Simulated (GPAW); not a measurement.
# Core-hole calculation of the C K edge in Fe2C (Pnnm)

Aim: the near-edge shape at the C K edge of Fe2C (Pnnm), and what the core hole does to it.

Calculated with GPAW 26.7.0; X-ray absorption from dipole matrix elements to empty bands, plane-wave PAW LDA.

Report form: the programs' logs are mostly left out.

**1. The structure**

It takes space group Pnnm (No. 58, orthorhombic). The conventional cell has a = 4.271 Å, b = 4.722 Å, c = 2.835 Å, α = 90.00°, β = 90.00°, γ = 90.00°. Nearest to Fe lie 3 C at 1.92 to 1.94 Å. Nearest to C lie 6 Fe at 1.92 to 1.94 Å. Farther neighbours are not listed.

As a file:

```cif
data_structure
_symmetry_space_group_name_H-M 'P 1'
_symmetry_Int_Tables_number 1
_cell_length_a 4.2710
_cell_length_b 4.7220
_cell_length_c 2.8350
_cell_angle_alpha 90.000
_cell_angle_beta 90.000
_cell_angle_gamma 90.000
_cell_volume 57.18
loop_
_atom_site_label
_atom_site_type_symbol
_atom_site_fract_x
_atom_site_fract_y
_atom_site_fract_z
_atom_site_occupancy
Fe1 Fe 0.75295 0.84125 0.50000 1
Fe2 Fe 0.24705 0.15875 0.50000 1
Fe3 Fe 0.74705 0.34125 0.00000 1
Fe4 Fe 0.25295 0.65875 0.00000 1
C5 C 0.50000 0.50000 0.50000 1
C6 C 0.00000 0.00000 0.00000 1
```

**2. The field without a hole**

A plain self-consistent run shows whether there is a gap and which moments survive; both decide the set-up of the core-hole run.

Contents of scf.py:

```python
import numpy as np
from ase import Atoms
from ase.parallel import parprint, paropen
from gpaw import GPAW, PW, FermiDirac, Mixer, MixerDif, setup_paths
from gpaw.test import gen
setup_paths.insert(0, '.')
gen('C', name='nch1s', xcname='LDA', corehole=(1, 0, 0), write_xml=True)
from gpaw.mpi import world
world.barrier()

atoms = Atoms('Fe4C2',
    cell=[[4.271, 0, 0],
     [0, 4.722, 0],
     [0, 0, 2.835]],
    scaled_positions=[[0.752951, 0.841252, 0.5],
     [0.247049, 0.158748, 0.5],
     [0.747049, 0.341252, 0],
     [0.252951, 0.658748, 0],
     [0.5, 0.5, 0.5],
     [0, 0, 0]],
    magmoms=[4.0, 4.0, 4.0, 4.0, 0.0, 0.0],
    pbc=True)
atoms.calc = calc = GPAW(legacy_gpaw=True, mode=PW(430), xc='LDA', setups={4: 'nch1s'},
    kpts={'size': (6, 5, 9), 'gamma': True}, occupations=FermiDirac(0.05),
    charge=0, mixer=MixerDif(0.05, 8, 50), maxiter=150,
    convergence={'density': 0.0001}, txt='scf.txt')
energy = atoms.get_potential_energy() + calc.get_reference_energy()
ef = calc.get_fermi_level()
out = dict(energy=energy, fermi=ef, forces=atoms.get_forces().tolist(), magmoms=atoms.get_magnetic_moments().tolist())
parprint(f'all-electron energy {energy:.4f} eV, Fermi level {ef:.4f} eV')
ev = np.array([[calc.get_eigenvalues(k, s) for k in range(len(calc.get_ibz_k_points()))] for s in range(calc.get_number_of_spins())])
out['homo'], out['lumo'], out['counts'] = ev[ev < ef].max(), ev[ev > ef].min(), sorted(set((ev < ef).sum((0, 2)).tolist()))
out['filled'] = (ev[:, 0] < ef).sum(1).tolist()
import json
with paropen('out.json', 'w') as f:
    json.dump(out, f)
```

Run with:

```sh
OMP_NUM_THREADS=1 mpirun -n 4 gpaw python scf.py
```

It took 2.4 min on 4 MPI ranks of Arm Neoverse N1, shared host; peak memory 0.26 GiB.

The mesh shows no gap, so the system is treated as a metal and the core electron is put at the Fermi level (neutral cell).

Site moments (μB): 1.59, 1.59, 1.59, 1.59, -0.06, -0.06.

**3. Spectrum without a core hole, C atom 5**

This cheap baseline ignores the attraction of the hole: it shows the absorber's empty states as they are in the ground state. The data set with a hole of occupation 0 only carries the core orbital.

The absorber has 4 Fe at 1.92 Å and 2 Fe at 1.94 Å (octahedral, site symmetry 2/m).

Contents of xas.py:

```python
import numpy as np
from ase import Atoms
from ase.parallel import parprint, paropen
from gpaw import GPAW, PW, FermiDirac, Mixer, MixerDif, setup_paths
from gpaw.test import gen
setup_paths.insert(0, '.')
gen('C', name='nch1s', xcname='LDA', corehole=(1, 0, 0), write_xml=True)
from gpaw.mpi import world
world.barrier()

atoms = Atoms('Fe4C2',
    cell=[[4.271, 0, 0],
     [0, 4.722, 0],
     [0, 0, 2.835]],
    scaled_positions=[[0.752951, 0.841252, 0.5],
     [0.247049, 0.158748, 0.5],
     [0.747049, 0.341252, 0],
     [0.252951, 0.658748, 0],
     [0.5, 0.5, 0.5],
     [0, 0, 0]],
    magmoms=[4.0, 4.0, 4.0, 4.0, 0.0, 0.0],
    pbc=True)
atoms.calc = calc = GPAW(legacy_gpaw=True, mode=PW(430), xc='LDA', setups={4: 'nch1s'},
    kpts={'size': (8, 7, 12), 'gamma': True}, occupations=FermiDirac(0.1),
    charge=0, mixer=MixerDif(0.05, 8, 50), maxiter=150,
    convergence={'density': 0.0001}, txt='scf.txt')
energy = atoms.get_potential_energy() + calc.get_reference_energy()
ef = calc.get_fermi_level()
out = dict(energy=energy, fermi=ef, forces=atoms.get_forces().tolist(), magmoms=atoms.get_magnetic_moments().tolist())
parprint(f'all-electron energy {energy:.4f} eV, Fermi level {ef:.4f} eV')
ev = np.array([[calc.get_eigenvalues(k, s) for k in range(len(calc.get_ibz_k_points()))] for s in range(calc.get_number_of_spins())])
out['homo'], out['lumo'], out['counts'] = ev[ev < ef].max(), ev[ev > ef].min(), sorted(set((ev < ef).sum((0, 2)).tolist()))
out['filled'] = (ev[:, 0] < ef).sum(1).tolist()

from ase.units import Ha
from gpaw.xas import dipole_matrix_elements
nb = int(calc.get_number_of_electrons() / 2) + 57
top = nb
nscf = calc.fixed_density(kpts={'size': (5, 4, 7), 'gamma': True},
    convergence={'eigenstates': 1.0}, txt='nscf.txt')
nscf.diagonalize_full_hamiltonian(nbands=nb)
cell = atoms.cell.array
ops = [cell.T @ U.T @ np.linalg.inv(cell.T) for U in nscf.wfs.kd.symmetry.op_scc]
E = np.arange(-25, 34, 0.1)
fwhm = np.interp(E, [4, 25], [0.9, 3.5])
Y, X, zero, highest = 0, 0, 1e9, 1e9
for spin in range(nscf.get_number_of_spins()):
    wfs = nscf.wfs
    A = dipole_matrix_elements(wfs.setups[4])
    eps = np.zeros((wfs.kd.nibzkpts, nb))
    d = np.zeros((3, A.shape[1], wfs.kd.nibzkpts, nb), complex)
    for kpt in wfs.kpt_u:
        if kpt.s == spin and 4 in kpt.P_ani:
            eps[kpt.k] = kpt.eps_n * Ha
            d[:, :, kpt.k] = (kpt.weight * wfs.nspins / 2) ** 0.5 * np.inner(A, kpt.P_ani[4])
    world.sum(eps)
    world.sum(d)
    T = np.einsum('amkn,bmkn->abkn', d, d.conj()).real
    T = sum(np.einsum('ai,ijkn,bj->abkn', R, T, R) for R in ops) / len(ops)
    empty = eps > ef
    zero, highest = min(zero, eps[empty].min()), min(highest, eps[:, top - 1].min())
    lines = [(eps, T, empty)] if spin == 0 else lines + [(eps, T, empty)]
for eps, T, empty in lines:
    f = np.einsum('aakn->akn', T).reshape(3, -1)
    x = eps.ravel() - zero
    w = np.interp(x, E, fwhm) / 2.35482
    g = np.exp(-0.5 * ((E[:, None] - x) / w) ** 2) / (w * (2 * np.pi) ** 0.5)
    Y = Y + (f * empty.ravel()) @ g.T
    X = X + (f * ~empty.ravel()) @ g.T
out.update(E=E.round(2).tolist(), xas=Y.tolist(), xes=X.tolist(), zero=zero, valid=highest - zero, nk=len(eps), nb=nb)
for i in range(0, len(E), 10):
    parprint(f'{E[i]:7.2f}', *(f'{v:10.3e}' for v in Y[:, i]))
import json
with paropen('out.json', 'w') as f:
    json.dump(out, f)
```

Run with:

```sh
OMP_NUM_THREADS=1 mpirun -n 4 gpaw python xas.py
```

The job ended after 8.6 min (4 MPI ranks; peak memory 0.51 GiB; 35 min of CPU time).

The C K spectrum, C atom 5, no core hole (energy from the lowest empty level; intensity scaled to a mean of 1 over the first 20 eV; polarised curves are means over the symmetry-equivalent atoms):

```
E (eV)  isotropic  ε ∥ x  ε ∥ y  ε ∥ z
 -2.00       0.00   0.00   0.00   0.00
 -1.25       0.00   0.00   0.00   0.00
 -0.50       0.05   0.04   0.05   0.05
  0.25       0.37   0.29   0.46   0.36
  1.00       0.59   0.63   0.68   0.47
  1.75       1.54   1.96   1.61   1.04
  2.50       2.27   2.60   2.38   1.83
  3.25       2.26   2.20   2.10   2.49
  4.00       1.39   0.69   0.95   2.53
  4.75       0.76   0.39   0.29   1.62
  5.50       0.88   1.09   0.82   0.74
  6.25       1.26   1.83   1.62   0.33
  7.00       0.84   1.17   1.19   0.16
  7.75       0.41   0.53   0.52   0.18
  8.50       0.66   0.69   0.86   0.42
  9.25       1.07   0.83   1.57   0.80
 10.00       1.21   0.78   1.73   1.13
 10.75       1.12   0.86   1.31   1.18
 11.50       1.03   1.16   0.88   1.04
 12.25       0.94   1.30   0.63   0.89
 13.00       0.79   1.08   0.50   0.78
 13.75       0.65   0.79   0.43   0.74
 14.50       0.63   0.66   0.42   0.81
 15.25       0.70   0.69   0.49   0.91
 16.00       0.76   0.76   0.59   0.93
 16.75       0.82   0.80   0.71   0.96
 17.50       0.92   0.84   0.81   1.11
 18.25       1.01   0.89   0.85   1.29
 19.00       1.01   0.87   0.84   1.33
 19.75       0.93   0.75   0.86   1.18
 20.50       0.84   0.58   0.96   0.98
 21.25       0.79   0.46   1.06   0.86
 22.00       0.77   0.46   1.07   0.79
 22.75       0.72   0.53   0.95   0.69
 23.50       0.64   0.62   0.78   0.54
 24.25       0.57   0.69   0.62   0.41
 25.00       0.54   0.73   0.53   0.34
 25.75       0.53   0.74   0.52   0.33
 26.50       0.54   0.72   0.55   0.35
 27.25       0.55   0.69   0.60   0.37
 28.00       0.56   0.67   0.63   0.39
 28.75       0.58   0.69   0.65   0.41
 29.50       0.61   0.73   0.64   0.45
 30.25       0.62   0.77   0.61   0.49
 31.00       0.61   0.76   0.55   0.53
 31.75       0.59   0.70   0.49   0.56
```

Main maxima below 24 eV (height): 2.9 eV (2.44), 6.3 eV (1.26), 9.9 eV (1.21) and 18.6 eV (1.02). A K edge sees empty p states; the first features are C p mixed into the empty d states of the Fe neighbours, and the broad ones above probably into the cations' higher empty bands.

The same matrix elements for filled bands give the C K emission of C atom 5 (ground-state approximation; energy from the lowest empty level, largest value 1):

```
E (eV)  emission
-24.00      0.00
-23.25      0.00
-22.50      0.00
-21.75      0.00
-21.00      0.00
-20.25      0.00
-19.50      0.00
-18.75      0.00
-18.00      0.00
-17.25      0.00
-16.50      0.00
-15.75      0.00
-15.00      0.00
-14.25      0.00
-13.50      0.00
-12.75      0.00
-12.00      0.01
-11.25      0.00
-10.50      0.00
 -9.75      0.00
 -9.00      0.00
 -8.25      0.00
 -7.50      0.13
 -6.75      0.51
 -6.00      0.54
 -5.25      0.89
 -4.50      0.83
 -3.75      0.22
 -3.00      0.09
 -2.25      0.09
 -1.50      0.10
 -0.75      0.08
  0.00      0.04
  0.75      0.00
  1.50      0.00
  2.25      0.00
  3.00      0.00
```

Emission maxima: -4.8 eV (1.00).

**4. Supercell without a hole, the energy reference**

The photon energy needs a difference of total energies, so the cell and mesh of the coming hole run are first run without a hole.

scf.py: that of step 2 with these lines changed.

```diff
@@ -10,16 +10,34 @@
 
-atoms = Atoms('Fe4C2',
-    cell=[[4.271, 0, 0],
-     [0, 4.722, 0],
-     [0, 0, 2.835]],
-    scaled_positions=[[0.752951, 0.841252, 0.5],
-     [0.247049, 0.158748, 0.5],
-     [0.747049, 0.341252, 0],
-     [0.252951, 0.658748, 0],
-     [0.5, 0.5, 0.5],
-     [0, 0, 0]],
-    magmoms=[4.0, 4.0, 4.0, 4.0, 0.0, 0.0],
+atoms = Atoms('Fe16C8',
+    cell=[[-4.271, 4.722, 0],
+     [-4.271, -4.722, 0],
+     [4.271, 0, 5.67]],
+    scaled_positions=[[0.1691505, 0.3278985, 0.25],
+     [0.6691505, 0.8278985, 0.25],
+     [0.4191505, 0.5778985, 0.75],
+     [0.9191505, 0.0778985, 0.75],
+     [0.0808495, 0.9221015, 0.25],
+     [0.5808495, 0.4221015, 0.25],
+     [0.3308495, 0.1721015, 0.75],
+     [0.8308495, 0.6721015, 0.75],
+     [0.7971015, 0.4558495, 0],
+     [0.2971015, 0.9558495, 0],
+     [0.0471015, 0.7058495, 0.5],
+     [0.5471015, 0.2058495, 0.5],
+     [0.2028985, 0.5441505, 0],
+     [0.7028985, 0.0441505, 0],
+     [0.4528985, 0.7941505, 0.5],
+     [0.9528985, 0.2941505, 0.5],
+     [0.125, 0.625, 0.25],
+     [0.625, 0.125, 0.25],
+     [0.375, 0.875, 0.75],
+     [0.875, 0.375, 0.75],
+     [0, 0, 0],
+     [0.5, 0.5, 0],
+     [0.25, 0.25, 0.5],
+     [0.75, 0.75, 0.5]],
+    magmoms=[4.0, 4.0, 4.0, 4.0, 4.0, 4.0, 4.0, 4.0, 4.0, 4.0, 4.0, 4.0, 4.0, 4.0, 4.0, 4.0, 0.0, 0.0, 0.0, 0.0, 0.0, 0.0, 0.0, 0.0],
     pbc=True)
-atoms.calc = calc = GPAW(legacy_gpaw=True, mode=PW(430), xc='LDA', setups={4: 'nch1s'},
-    kpts={'size': (6, 5, 9), 'gamma': True}, occupations=FermiDirac(0.05),
+atoms.calc = calc = GPAW(legacy_gpaw=True, mode=PW(430), xc='LDA', setups={16: 'nch1s'},
+    kpts={'size': (3, 3, 3), 'gamma': True}, occupations=FermiDirac(0.1),
     charge=0, mixer=MixerDif(0.05, 8, 50), maxiter=150,
```

Run with:

```sh
OMP_NUM_THREADS=1 mpirun -n 4 gpaw python scf.py
```

Wall time 10 min (4 MPI ranks); peak memory 0.51 GiB; 40 min of CPU time.

Reference energy: -561319.784 eV with the cores included.

**5. Spectrum with XCH, C atom 5**

The holes are 6.4 Å apart. In GPAW the data set carries the hole's charge, so charge=0 means a charged cell and charge=-1 a neutral one. The excited electron is kept in the cell, where it fills the lowest empty states and screens the hole. After the field has converged, empty bands are computed with the density fixed and the dipole matrix elements are summed.

Contents of xas.py:

```python
import numpy as np
from ase import Atoms
from ase.parallel import parprint, paropen
from gpaw import GPAW, PW, FermiDirac, Mixer, MixerDif, setup_paths
from gpaw.test import gen
setup_paths.insert(0, '.')
gen('C', name='fch1s', xcname='LDA', corehole=(1, 0, 1), write_xml=True)
from gpaw.mpi import world
world.barrier()

atoms = Atoms('Fe16C8',
    cell=[[-4.271, 4.722, 0],
     [-4.271, -4.722, 0],
     [4.271, 0, 5.67]],
    scaled_positions=[[0.1691505, 0.3278985, 0.25],
     [0.6691505, 0.8278985, 0.25],
     [0.4191505, 0.5778985, 0.75],
     [0.9191505, 0.0778985, 0.75],
     [0.0808495, 0.9221015, 0.25],
     [0.5808495, 0.4221015, 0.25],
     [0.3308495, 0.1721015, 0.75],
     [0.8308495, 0.6721015, 0.75],
     [0.7971015, 0.4558495, 0],
     [0.2971015, 0.9558495, 0],
     [0.0471015, 0.7058495, 0.5],
     [0.5471015, 0.2058495, 0.5],
     [0.2028985, 0.5441505, 0],
     [0.7028985, 0.0441505, 0],
     [0.4528985, 0.7941505, 0.5],
     [0.9528985, 0.2941505, 0.5],
     [0.125, 0.625, 0.25],
     [0.625, 0.125, 0.25],
     [0.375, 0.875, 0.75],
     [0.875, 0.375, 0.75],
     [0, 0, 0],
     [0.5, 0.5, 0],
     [0.25, 0.25, 0.5],
     [0.75, 0.75, 0.5]],
    magmoms=[4.0, 4.0, 4.0, 4.0, 4.0, 4.0, 4.0, 4.0, 4.0, 4.0, 4.0, 4.0, 4.0, 4.0, 4.0, 4.0, 0.0, 0.0, 0.0, 0.0, 0.0, 0.0, 0.0, 0.0],
    pbc=True)
atoms.calc = calc = GPAW(legacy_gpaw=True, mode=PW(430), xc='LDA', setups={16: 'fch1s'},
    kpts={'size': (3, 3, 3), 'gamma': True}, occupations=FermiDirac(0.1),
    charge=-1, mixer=MixerDif(0.05, 8, 50), maxiter=150,
    convergence={'density': 0.0001}, txt='scf.txt')
energy = atoms.get_potential_energy() + calc.get_reference_energy()
ef = calc.get_fermi_level()
out = dict(energy=energy, fermi=ef, forces=atoms.get_forces().tolist(), magmoms=atoms.get_magnetic_moments().tolist())
parprint(f'all-electron energy {energy:.4f} eV, Fermi level {ef:.4f} eV')
ev = np.array([[calc.get_eigenvalues(k, s) for k in range(len(calc.get_ibz_k_points()))] for s in range(calc.get_number_of_spins())])
out['homo'], out['lumo'], out['counts'] = ev[ev < ef].max(), ev[ev > ef].min(), sorted(set((ev < ef).sum((0, 2)).tolist()))
out['filled'] = (ev[:, 0] < ef).sum(1).tolist()

from ase.units import Ha
from gpaw.xas import dipole_matrix_elements
nb = int(calc.get_number_of_electrons() / 2) + 219
top, nb = nb, nb + 8 + nb // 12
nscf = calc.fixed_density(kpts={'size': (4, 4, 4), 'gamma': True}, nbands=nb,
    convergence={'bands': top, 'eigenstates': 1e-5}, maxiter=60, txt='nscf.txt')
cell = atoms.cell.array
ops = [cell.T @ U.T @ np.linalg.inv(cell.T) for U in nscf.wfs.kd.symmetry.op_scc]
E = np.arange(-6, 34, 0.1)
fwhm = np.interp(E, [4, 25], [0.9, 3.5])
Y, X, zero, highest = 0, 0, 1e9, 1e9
for spin in range(nscf.get_number_of_spins()):
    wfs = nscf.wfs
    A = dipole_matrix_elements(wfs.setups[16])
    eps = np.zeros((wfs.kd.nibzkpts, nb))
    d = np.zeros((3, A.shape[1], wfs.kd.nibzkpts, nb), complex)
    for kpt in wfs.kpt_u:
        if kpt.s == spin and 16 in kpt.P_ani:
            eps[kpt.k] = kpt.eps_n * Ha
            d[:, :, kpt.k] = (kpt.weight * wfs.nspins / 2) ** 0.5 * np.inner(A, kpt.P_ani[16])
    world.sum(eps)
    world.sum(d)
    T = np.einsum('amkn,bmkn->abkn', d, d.conj()).real
    T = sum(np.einsum('ai,ijkn,bj->abkn', R, T, R) for R in ops) / len(ops)
    empty = eps > ef
    zero, highest = min(zero, eps[empty].min()), min(highest, eps[:, top - 1].min())
    lines = [(eps, T, empty)] if spin == 0 else lines + [(eps, T, empty)]
for eps, T, empty in lines:
    f = np.einsum('aakn->akn', T).reshape(3, -1)
    x = eps.ravel() - zero
    w = np.interp(x, E, fwhm) / 2.35482
    g = np.exp(-0.5 * ((E[:, None] - x) / w) ** 2) / (w * (2 * np.pi) ** 0.5)
    Y = Y + (f * empty.ravel()) @ g.T
    X = X + (f * ~empty.ravel()) @ g.T
out.update(E=E.round(2).tolist(), xas=Y.tolist(), xes=X.tolist(), zero=zero, valid=highest - zero, nk=len(eps), nb=nb)
for i in range(0, len(E), 10):
    parprint(f'{E[i]:7.2f}', *(f'{v:10.3e}' for v in Y[:, i]))
import json
with paropen('out.json', 'w') as f:
    json.dump(out, f)
```

Run with:

```sh
OMP_NUM_THREADS=1 mpirun -n 4 gpaw python xas.py
```

It took 40 min on 4 MPI ranks; peak memory 1.1 GiB.

The C K spectrum, C atom 5, excited-electron core hole (neutral cell) (energy from the lowest empty level; intensity scaled to a mean of 1 over the first 20 eV; polarised curves are means over the symmetry-equivalent atoms):

```
E (eV)  isotropic  ε ∥ x  ε ∥ y  ε ∥ z
  -2.0       0.00   0.00   0.00   0.00
  -1.0       0.00   0.00   0.01   0.00
   0.0       0.51   0.47   0.66   0.42
   1.0       2.02   2.62   2.08   1.35
   2.0       3.07   3.38   2.89   2.95
   3.0       1.40   0.77   1.20   2.22
   4.0       0.52   0.25   0.26   1.04
   5.0       0.71   0.94   0.69   0.52
   6.0       1.20   1.66   1.71   0.22
   7.0       0.44   0.55   0.62   0.14
   8.0       0.60   0.57   0.84   0.38
   9.0       1.15   0.81   1.57   1.07
  10.0       1.11   0.77   1.14   1.42
  11.0       0.91   1.11   0.61   1.02
  12.0       0.78   1.14   0.46   0.74
  13.0       0.62   0.73   0.38   0.74
  14.0       0.59   0.56   0.37   0.85
  15.0       0.70   0.62   0.52   0.97
  16.0       0.77   0.68   0.71   0.92
  17.0       0.86   0.75   0.84   1.01
  18.0       0.93   0.80   0.84   1.13
  19.0       0.84   0.70   0.83   0.98
  20.0       0.71   0.49   0.91   0.72
  21.0       0.64   0.39   0.95   0.58
  22.0       0.60   0.46   0.82   0.51
  23.0       0.54   0.61   0.61   0.40
  24.0       0.49   0.70   0.46   0.30
  25.0       0.47   0.71   0.43   0.28
  26.0       0.49   0.67   0.48   0.31
  27.0       0.51   0.63   0.54   0.35
  28.0       0.53   0.62   0.58   0.39
  29.0       0.55   0.65   0.57   0.44
  30.0       0.56   0.67   0.52   0.50
  31.0       0.54   0.62   0.45   0.56
  32.0       0.50   0.55   0.38   0.58
```

Main maxima below 24 eV (height): 1.9 eV (3.10), 5.9 eV (1.20), 9.4 eV (1.20) and 17.9 eV (0.93). 

The total-energy difference is 279.86 eV.

**6. Spectrum with HCH, C atom 5**

The holes are 6.4 Å apart. The data set carries half a charge, which charge=0 leaves uncompensated but for the background. Half a hole is Slater's transition state, a compromise that weakens the attraction. After the field has converged, empty bands are computed with the density fixed and the dipole matrix elements are summed.

Changed against the first core-hole run: core hole from full to half.

xas.py: that of step 5 with these lines changed.

```diff
@@ -6,3 +6,3 @@
 setup_paths.insert(0, '.')
-gen('C', name='fch1s', xcname='LDA', corehole=(1, 0, 1), write_xml=True)
+gen('C', name='hch1s', xcname='LDA', corehole=(1, 0, 0.5), write_xml=True)
 from gpaw.mpi import world
@@ -40,5 +40,5 @@
     pbc=True)
-atoms.calc = calc = GPAW(legacy_gpaw=True, mode=PW(430), xc='LDA', setups={16: 'fch1s'},
+atoms.calc = calc = GPAW(legacy_gpaw=True, mode=PW(430), xc='LDA', setups={16: 'hch1s'},
     kpts={'size': (3, 3, 3), 'gamma': True}, occupations=FermiDirac(0.1),
-    charge=-1, mixer=MixerDif(0.05, 8, 50), maxiter=150,
+    charge=0, mixer=MixerDif(0.05, 8, 50), maxiter=150,
     convergence={'density': 0.0001}, txt='scf.txt')
```

Wall time 19 min (4 MPI ranks); peak memory 0.04 GiB.

The run was cut off at its time limit.

The time allowed ran out, so this step gives no result.

[end of part 1 of 2]

[Logs are printed without paths, hosts, clocks, repeated set-up lines and the standing remarks that a program may print on its own settings, such as how far it seeks lower states.]

[Hosts, paths, dates, database ids (printed as entryN), source tags and the programs' standing remarks are cut or masked in the printed files.]

[Lists of maxima count a maximum above −3 eV only where it reaches 4 % of the highest in the window and stands out from its surroundings by 2 % of it (1.5 % where it reaches 55 %); shoulders and weaker maxima are passed over, and of the rest the first, up to two pre-edge ones and the few strongest are named.]
